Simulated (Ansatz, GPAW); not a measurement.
# Co3HgP (model structure): optical spectrum from first principles, part 2 of 3

Aim: the dielectric function of Co3HgP (model structure), and the optical constants that follow from it. The structure is a model built here, which may or may not match a known phase. It was built so: All Cd replaced by Hg and N replaced by P in the Pm-3m structure of CdCo3N. The cell is first relaxed with Ansatz.

GPAW 26.7.0; DFT, revPBE, plane-wave PAW (GPAW data sets), scalar-relativistic, RPA, optical limit.

So far: The starting structure; Relaxation.

**3. Ground state**

First the ground state: is it a metal or has it a gap?

This step: DFT, revPBE, plane-wave PAW (GPAW data sets), scalar-relativistic, ground state (GPAW 26.7.0).

gs.py

```python
from ase import Atoms
from ase.dft.bandgap import bandgap
from gpaw import GPAW, PW, FermiDirac

atoms = Atoms(['Hg', 'Co', 'Co', 'Co', 'P'],
              cell=[[4.207003076500, 0.000000000000, 0.000000000000],
                    [0.000000000000, 4.207003076500, 0.000000000000],
                    [0.000000000000, 0.000000000000, 4.207003076500]],
              scaled_positions=[[0.000000000000, 0.000000000000, 1.000000000000],
                                [0.500000000000, 0.500000000000, 1.000000000000],
                                [0.500000000000, 1.000000000000, 0.500000000000],
                                [0.000000000000, 0.500000000000, 0.500000000000],
                                [0.500000000000, 0.500000000000, 0.500000000000]],
              pbc=[True, True, True])
atoms.set_initial_magnetic_moments([0.0, 2.0, 2.0, 2.0, 0.0])
atoms.calc = GPAW(mode=PW(400), xc='revPBE', kpts={'size': (5, 5, 5), 'gamma': True},
                  occupations=FermiDirac(0.05), maxiter=150, txt='gs.txt')
print('energy (eV)', atoms.get_potential_energy())
print('Fermi level (eV)', atoms.calc.get_fermi_level())
print('valence electrons', atoms.calc.get_number_of_electrons())
print('gap (eV)', bandgap(atoms.calc, output=None)[0])
print('direct gap (eV)', bandgap(atoms.calc, direct=True, output=None)[0])
print('moments', atoms.get_magnetic_moments().round(3).tolist())
atoms.calc.write('gs.gpw')
```

Launch:

```bash
OMP_NUM_THREADS=1 python gs.py
```

Numbers of over 12 decimals in the logs are rounded to 6 here.

The program printed:

```text
__  _  _
 | _ |_)|_||  |
 |__||  | ||/\| - 26.7.0

Versions:
  Python: 3.12.14
  ASE:    3.29.0
  Numpy:  2.5.5
  Scipy:  1.18.1
  Libxc:  7.0.0

Input parameters:
  mode=PW(ecut=400.0),
  kpts=MonkhorstPack(size=(5, 5, 5), gamma=True),
  maxiter=150,
  occupations=Occupations(name='fermi-dirac', width=0.05, fixmagmom=False),
  xc=XC(name='revPBE')

Diagonalizing LCAO Hamiltonian
Converting LCAO to pw mode
    .---------.
   /|         |
  / |         |
 *  |         |
 | Co  P      |
 |  .---------.
 | /  Coo    /
 |/         /
 Hg--------*

Atoms  # Å, Bohr magnetons
|   | symbol |        x |        y |        z |    initial magnetic moments |
| 0 |     Hg | 0.000000 | 0.000000 | 4.207003 | ( 0.0000,  0.0000,  0.0000) |
| 1 |     Co | 2.103502 | 2.103502 | 4.207003 | ( 0.0000,  0.0000,  2.0000) |
| 2 |     Co | 2.103502 | 4.207003 | 2.103502 | ( 0.0000,  0.0000,  2.0000) |
| 3 |     Co | 0.000000 | 2.103502 | 2.103502 | ( 0.0000,  0.0000,  2.0000) |
| 4 |      P | 2.103502 | 2.103502 | 2.103502 | ( 0.0000,  0.0000,  0.0000) |

Unit cell  # Å
| periodic |        x |        y |        z |  lengths |    angles |
|      yes | 4.207003 | 0.000000 | 0.000000 | 4.207003 | 90.000000 |
|      yes | 0.000000 | 4.207003 | 0.000000 | 4.207003 | 90.000000 |
|      yes | 0.000000 | 0.000000 | 4.207003 | 4.207003 | 90.000000 |

Number of symmetries: 48
Symmetry operations  # r_c * U_cc + t_c -> r_c
|    | kind |            matrix            |
|  0 |  E   |  1, 0, 0,  0, 1, 0,  0, 0, 1 |
|  1 |  σ   |  1, 0, 0,  0, 1, 0,  0, 0,-1 |
|  2 |  σ   |  1, 0, 0,  0, 0, 1,  0, 1, 0 |
|  3 |  C4  |  1, 0, 0,  0, 0, 1,  0,-1, 0 |
|  4 |  C4  |  1, 0, 0,  0, 0,-1,  0, 1, 0 |
|  5 |  σ   |  1, 0, 0,  0, 0,-1,  0,-1, 0 |
|  6 |  σ   |  1, 0, 0,  0,-1, 0,  0, 0, 1 |
|  7 |  C2  |  1, 0, 0,  0,-1, 0,  0, 0,-1 |
|  8 |  σ   |  0, 1, 0,  1, 0, 0,  0, 0, 1 |
|  9 |  C2  |  0, 1, 0,  1, 0, 0,  0, 0,-1 |
| 10 |  C3  |  0, 1, 0,  0, 0, 1,  1, 0, 0 |
| 11 |  S6  |  0, 1, 0,  0, 0, 1, -1, 0, 0 |
| 12 |  S6  |  0, 1, 0,  0, 0,-1,  1, 0, 0 |
| 13 |  C3  |  0, 1, 0,  0, 0,-1, -1, 0, 0 |
| 14 |  C4  |  0, 1, 0, -1, 0, 0,  0, 0, 1 |
| 15 |  S4  |  0, 1, 0, -1, 0, 0,  0, 0,-1 |
| 16 |  C3  |  0, 0, 1,  1, 0, 0,  0, 1, 0 |
| 17 |  S6  |  0, 0, 1,  1, 0, 0,  0,-1, 0 |
| 18 |  σ   |  0, 0, 1,  0, 1, 0,  1, 0, 0 |
| 19 |  C4  |  0, 0, 1,  0, 1, 0, -1, 0, 0 |
| 20 |  C2  |  0, 0, 1,  0,-1, 0,  1, 0, 0 |
| 21 |  S4  |  0, 0, 1,  0,-1, 0, -1, 0, 0 |
| 22 |  S6  |  0, 0, 1, -1, 0, 0,  0, 1, 0 |
| 23 |  C3  |  0, 0, 1, -1, 0, 0,  0,-1, 0 |
| 24 |  S6  |  0, 0,-1,  1, 0, 0,  0, 1, 0 |
| 25 |  C3  |  0, 0,-1,  1, 0, 0,  0,-1, 0 |
| 26 |  C4  |  0, 0,-1,  0, 1, 0,  1, 0, 0 |
| 27 |  σ   |  0, 0,-1,  0, 1, 0, -1, 0, 0 |
| 28 |  S4  |  0, 0,-1,  0,-1, 0,  1, 0, 0 |
| 29 |  C2  |  0, 0,-1,  0,-1, 0, -1, 0, 0 |
| 30 |  C3  |  0, 0,-1, -1, 0, 0,  0, 1, 0 |
| 31 |  S6  |  0, 0,-1, -1, 0, 0,  0,-1, 0 |
| 32 |  C4  |  0,-1, 0,  1, 0, 0,  0, 0, 1 |
| 33 |  S4  |  0,-1, 0,  1, 0, 0,  0, 0,-1 |
| 34 |  S6  |  0,-1, 0,  0, 0, 1,  1, 0, 0 |
| 35 |  C3  |  0,-1, 0,  0, 0, 1, -1, 0, 0 |
| 36 |  C3  |  0,-1, 0,  0, 0,-1,  1, 0, 0 |
| 37 |  S6  |  0,-1, 0,  0, 0,-1, -1, 0, 0 |
| 38 |  σ   |  0,-1, 0, -1, 0, 0,  0, 0, 1 |
| 39 |  C2  |  0,-1, 0, -1, 0, 0,  0, 0,-1 |
| 40 |  σ   | -1, 0, 0,  0, 1, 0,  0, 0, 1 |
| 41 |  C2  | -1, 0, 0,  0, 1, 0,  0, 0,-1 |
| 42 |  C2  | -1, 0, 0,  0, 0, 1,  0, 1, 0 |
| 43 |  S4  | -1, 0, 0,  0, 0, 1,  0,-1, 0 |
| 44 |  S4  | -1, 0, 0,  0, 0,-1,  0, 1, 0 |
| 45 |  C2  | -1, 0, 0,  0, 0,-1,  0,-1, 0 |
| 46 |  C2  | -1, 0, 0,  0,-1, 0,  0, 0, 1 |
| 47 |  i   | -1, 0, 0,  0,-1, 0,  0, 0,-1 |

BZ-sampling:
  Number of BZ points: 125
  Number of IBZ points: 10

  Monkhorst-Pack size: [5, 5, 5]
  Monkhorst-Pack shift: [0, 0, 0]

K-points  # in reciprocal-cell coordinates
|   |                                coordinates |     weight |
| 0 | (  0.00000000,   0.00000000,   0.00000000) | 0.00800000 |
| 1 | (  0.20000000,   0.00000000,   0.00000000) | 0.04800000 |
| 2 | (  0.20000000,   0.20000000,   0.00000000) | 0.09600000 |
| 3 | (  0.20000000,   0.20000000,   0.20000000) | 0.06400000 |
| 4 | (  0.40000000,   0.00000000,   0.00000000) | 0.04800000 |
| 5 | (  0.40000000,   0.20000000,   0.00000000) | 0.19200000 |
| 6 | (  0.40000000,   0.20000000,   0.20000000) | 0.19200000 |
| 7 | (  0.40000000,   0.40000000,   0.00000000) | 0.09600000 |
| 8 | (  0.40000000,   0.40000000,   0.20000000) | 0.19200000 |
| 9 | (  0.40000000,   0.40000000,   0.40000000) | 0.06400000 |

Plane wave coefficients: 1362
Cutoff: 400.0 eV

Spin-components: 2 (collinear spins)
Bands:           38
Projectors:      29
Spin-degeneracy: 1
Datatype:        complex128

Parallelization:
  kpt:    1
  domain: 1
  band:   1

Density:
  Valence electrons: 50.0
  Components: 2
  Grid points: [20 20 20]
  Charge: 0.0  # |e|

Potential:
  Grid points: [20 20 20]

species:
  Hg:
    name:    Mercury
    id:
    Z:       80.0
    valence: 18
    core:    62
    charge:  0.0  # [|e|]
    compensation charges:
      type: gauss
      rc: 0.41  # [Å]
      lmax: 2
    cutoffs:
      filter: 2.17  # [Å]
      core: 2.06  # [Å]
    projectors
    | kind |    occ | energy [eV] | rcut [Å] |
    |   6s |  2.000 |      -6.686 |    1.307 |
    |   5p |  6.000 |     -66.502 |    1.291 |
    |   6p |  0.000 |      -1.016 |    1.291 |
    |   5d | 10.000 |      -9.835 |    1.302 |
    |    s |        |      20.525 |    1.307 |
    |    d |        |      17.376 |    1.302 |

    Using partial waves for Hg as LCAO basis

  Co:
    name:    Cobalt
    id:
    Z:       27.0
    valence: 9
    core:    18
    charge:  0.0  # [|e|]
    compensation charges:
      type: gauss
      rc: 0.32  # [Å]
      lmax: 2
    cutoffs:
      filter: 1.87  # [Å]
      core: 2.55  # [Å]
    projectors
    | kind |    occ | energy [eV] | rcut [Å] |
    |   4s |  2.000 |      -5.402 |    1.005 |
    |   4p |  0.000 |      -1.250 |    1.058 |
    |   3d |  7.000 |      -8.146 |    1.005 |
    |    s |        |      21.810 |    1.005 |
    |    p |        |      25.961 |    1.058 |
    |    d |        |      19.065 |    1.005 |

    Using partial waves for Co as LCAO basis

  P:
    name:    Phosphorus
    id:
    Z:       15.0
    valence: 5
    core:    10
    charge:  0.0  # [|e|]
    compensation charges:
      type: gauss
      rc: 0.30  # [Å]
      lmax: 2
    cutoffs:
      filter: 1.69  # [Å]
      core: 1.81  # [Å]
    projectors
    | kind |    occ | energy [eV] | rcut [Å] |
    |   3s |  2.000 |     -13.940 |    0.953 |
    |   3p |  3.000 |      -5.481 |    0.953 |
    |    s |        |      13.271 |    0.953 |
    |    p |        |      21.731 |    0.953 |
    |    d |        |       0.000 |    0.953 |

    Using partial waves for P as LCAO basis

Reference energy: -656191.817652  # eV

eigensolver:
  PPCG
  Converge bands: occupied
  niter=2

density mixing:
  MSR1-Mixer
  Pratt-step length: 0.05
  Maximum mixing coefficient: 0.75
  Old densities: 10
  SVD Regularization: 0.005
  Good broyden scale: 1.0
  Trust region scale: 1.0
  Backstep threshold: 4.0
  History deletion threshold: 6.0
  Fourier metric: weight=20.0, sigma=0.015

occupation numbers:
  Fermi-Dirac:
    width: 0.0500  # eV

poisson solver:
  ecut: 3200.0  # eV

xc functional:
  name: revPBE with 2 nearest neighbor stencil

convergence criteria:
- Maximum [total energy] change in last 3 cyles: 0.0005 eV / valence electron
- Maximum integral of absolute [dens]ity change: 0.0001 electrons / valence electron
- Maximum integral of absolute [eigenst]ate change: 4e-08 eV^2 / valence electron
maximum number of iterations: 150

SCF iterations
|iter     |      energy | eigst |  dens |  magmom |
|iter:   1||  -29.249775 | +0.45 |       |  +6.0074|
|iter:   2||  -28.204947 | -1.33 | -0.88 |  +5.8881|
|iter:   3||  -26.916383 | -1.68 | -1.02 |  +5.5450|
|iter:   4||  -26.843873 | -2.05 | -1.25 |  +5.0335|
|iter:   5||  -26.963612 | -2.65 | -1.45 |  +4.2827|
|iter:   6||  -27.006639 | -2.69 | -1.77 |  +3.5722|
|iter:   7||  -27.016875 | -3.63 | -2.15 |  +3.3954|
|iter:   8||  -27.033512 | -3.61 | -2.34 |  +3.1992|
|iter:   9||  -27.055743 | -3.35 | -2.41 |  +2.9248|
|iter:  10||  -27.071169 | -3.46 | -2.46 |  +2.6551|
|iter:  11||  -27.067372c| -3.86 | -2.54 |  +2.8342|
|iter:  12||  -27.072952c| -3.98 | -2.61 |  +2.6572|
|iter:  13||  -27.069424c| -4.13 | -3.01 |  +2.8080|
|iter:  14||  -27.073557c| -3.82 | -2.70 |  +2.6175|
|iter:  15||  -27.071670c| -4.16 | -2.66 |  +2.7402|
|iter:  16||  -27.072790c| -5.11 | -3.14 |  +2.6977|
|iter:  17||  -27.072942c| -6.42 | -4.21c|  +2.6897|
|iter:  18||  -27.072873c| -6.92 | -3.86 |  +2.6952|
|iter:  19||  -27.072859c| -7.62c| -4.40c|  +2.6969|

Converged in 19 steps
SCF loop duration: 22.124 s (1.164 s/step)
Energy contributions relative to reference atoms: (reference = -656191.817652)

Energy contributions:
  Kinetic:          61.074857
  Coulomb:         -48.135155
  Zero:             -0.770725
  External:          0.000000
  Xc:              -39.223474
  Entropy:          -0.036724
  Spinorbit:         0.000000
  ----------------------------
  Free energy:     -27.091221
  Extrapolated:    -27.072859

dipole moment: (-25.744585, -25.744585, -25.744585)  # |e|*Ang

Total magnetic moment: (0.000000, 0.000000, 2.696942)

Local magnetic moments
|        x |        y |         z |
| 0.000000 | 0.000000 | -0.034930 |  # Hg   0
| 0.000000 | 0.000000 |  0.933794 |  # Co   1
| 0.000000 | 0.000000 |  0.933794 |  # Co   2
| 0.000000 | 0.000000 |  0.933794 |  # Co   3
| 0.000000 | 0.000000 | -0.019552 |  # P    4

Fermi level: 8.484
Eigenvalues  # (at kpt = [0.000, 0.000, 0.000])
| band index |      eig [eV] | occ [0-1] |      eig [eV] | occ [0-1] |
|          0 |       -54.827 |     1.000 |       -54.838 |     1.000 |
|        ... |               |           |               |           |
|         17 |         6.323 |     1.000 |         7.037 |     1.000 |
|         18 |         6.610 |     1.000 |         7.565 |     1.000 |
|         19 |         6.610 |     1.000 |         7.565 |     1.000 |
|         20 |         7.523 |     1.000 |         8.240 |     0.992 |
|         21 |         7.523 |     1.000 |         8.240 |     0.992 |
|         22 |         7.523 |     1.000 |         8.240 |     0.992 |
|         23 |         7.647 |     1.000 |         8.649 |     0.035 |
|         24 |         7.651 |     1.000 |         8.649 |     0.035 |
|         25 |         7.651 |     1.000 |         8.649 |     0.035 |
|         26 |         7.651 |     1.000 |         9.168 |     0.000 |
|         27 |        10.252 |     0.000 |        10.726 |     0.000 |
|         28 |        12.382 |     0.000 |        12.853 |     0.000 |
|         29 |        12.382 |     0.000 |        12.853 |     0.000 |
|         30 |        13.219 |     0.000 |        13.182 |     0.000 |
|         31 |        13.219 |     0.000 |        13.182 |     0.000 |
|         32 |        13.219 |     0.000 |        13.182 |     0.000 |
|        ... |               |           |               |           |
|         37 |        24.162 |     0.000 |        24.176 |     0.000 |

No gap
No difference between direct/indirect transitions

--- standard output ---
energy (eV) -27.072859
Fermi level (eV) 8.483921
valence electrons 50.0
gap (eV) 0.0
direct gap (eV) 0.0
moments [-0.035, 0.934, 0.934, 0.934, -0.02]
```

Elapsed: 25 s, on 1 thread of Intel Xeon Platinum 8488C (Sapphire Rapids), shared host; peak memory 0.17 GiB.

This step gave:

```
energy       : -27.07 eV
Fermi energy : 8.484 eV
electrons    : 50
site moments : -0.035, 0.934, 0.934, 0.934, -0.02 μB
```

There are states at the Fermi level within the smearing, so the occupations stay smeared and the carriers get a Drude term.

**4. Bands for the response**

At the fixed density, many empty bands are solved on the mesh of the response, since the spectrum sums over them.

This step: DFT, revPBE, plane-wave PAW (GPAW data sets), scalar-relativistic, bands at fixed density (GPAW 26.7.0).

nscf.py

```python
from ase.dft.bandgap import bandgap
from gpaw import GPAW, FermiDirac

calc = GPAW('gs.gpw').fixed_density(kpts={'size': (8, 8, 8), 'gamma': True}, nbands=57, convergence={'bands': 51},
                                    occupations=FermiDirac(0.05), txt='nscf.txt')
print('gap (eV)', bandgap(calc, output=None)[0])
print('direct gap (eV)', bandgap(calc, direct=True, output=None)[0])
print('top band over the Fermi level (eV)', min(calc.get_eigenvalues(kpt=k)[50] for k in range(len(calc.get_ibz_k_points()))) - calc.get_fermi_level())
calc.write('full.gpw', mode='all')
```

Launch:

```bash
OMP_NUM_THREADS=1 python nscf.py
```

The program printed:

```text
Diagonalizing LCAO Hamiltonian
Converting LCAO to pw mode
convergence criteria:
- Maximum integral of absolute [eigenst]ate change: 4e-08 eV^2 / valence electron
maximum number of iterations: 150

SCF iterations
|iter     |      energy | eigst |  dens |  magmom |
|iter:   1||             | +2.46 |       |  +2.6969|
|iter:   2||             | +1.48 |       |  +2.6969|
|iter:   3||             | +0.30 |       |  +2.6969|
|iter:   4||             | -0.71 |       |  +2.6969|
|iter:   5||             | -1.51 |       |  +2.6969|
|iter:   6||             | -2.22 |       |  +2.6969|
|iter:   7||             | -2.84 |       |  +2.6969|
|iter:   8||             | -3.40 |       |  +2.6969|
|iter:   9||             | -3.91 |       |  +2.6969|
|iter:  10||             | -4.40 |       |  +2.6969|
|iter:  11||             | -4.88 |       |  +2.6969|
|iter:  12||             | -5.34 |       |  +2.6969|
|iter:  13||             | -5.80 |       |  +2.6969|
|iter:  14||             | -6.25 |       |  +2.6969|
|iter:  15||             | -6.70 |       |  +2.6969|
|iter:  16||             | -7.11 |       |  +2.6969|
|iter:  17||             | -7.32 |       |  +2.6969|
|iter:  18||             | -7.59c|       |  +2.6969|
SCF steps: 18
  __  _  _
 | _ |_)|_||  |
 |__||  | ||/\| - 26.7.0

Versions:
  Python: 3.12.14
  ASE:    3.29.0
  Numpy:  2.5.5
  Scipy:  1.18.1
  Libxc:  7.0.0

Input parameters:
  mode=PW(ecut=400.0),
  convergence={'bands': 51},
  gpts=array([20, 20, 20]),
  kpts=MonkhorstPack(size=(8, 8, 8), gamma=True),
  maxiter=150,
  nbands=57,
  occupations=Occupations(name='fermi-dirac', width=0.05, fixmagmom=False),
  parallel={},
  xc=XC(name='revPBE')

--- standard output ---
gap (eV) 0.0
direct gap (eV) 0.0
top band over the Fermi level (eV) 21.012397
```

The job ended after 87 s (1 thread; peak memory 0.27 GiB).

[end of part 2 of 3]

[Machine, clock and banner lines and Python warnings are left out of the logs.]

[Logs are printed without paths, hosts, clocks, repeated set-up lines and the standing remarks that a program may print on its own settings, such as how far it seeks lower states.]

[Hosts, paths, dates, database ids (printed as entryN), source tags and the programs' standing remarks are cut or masked in the printed files.]
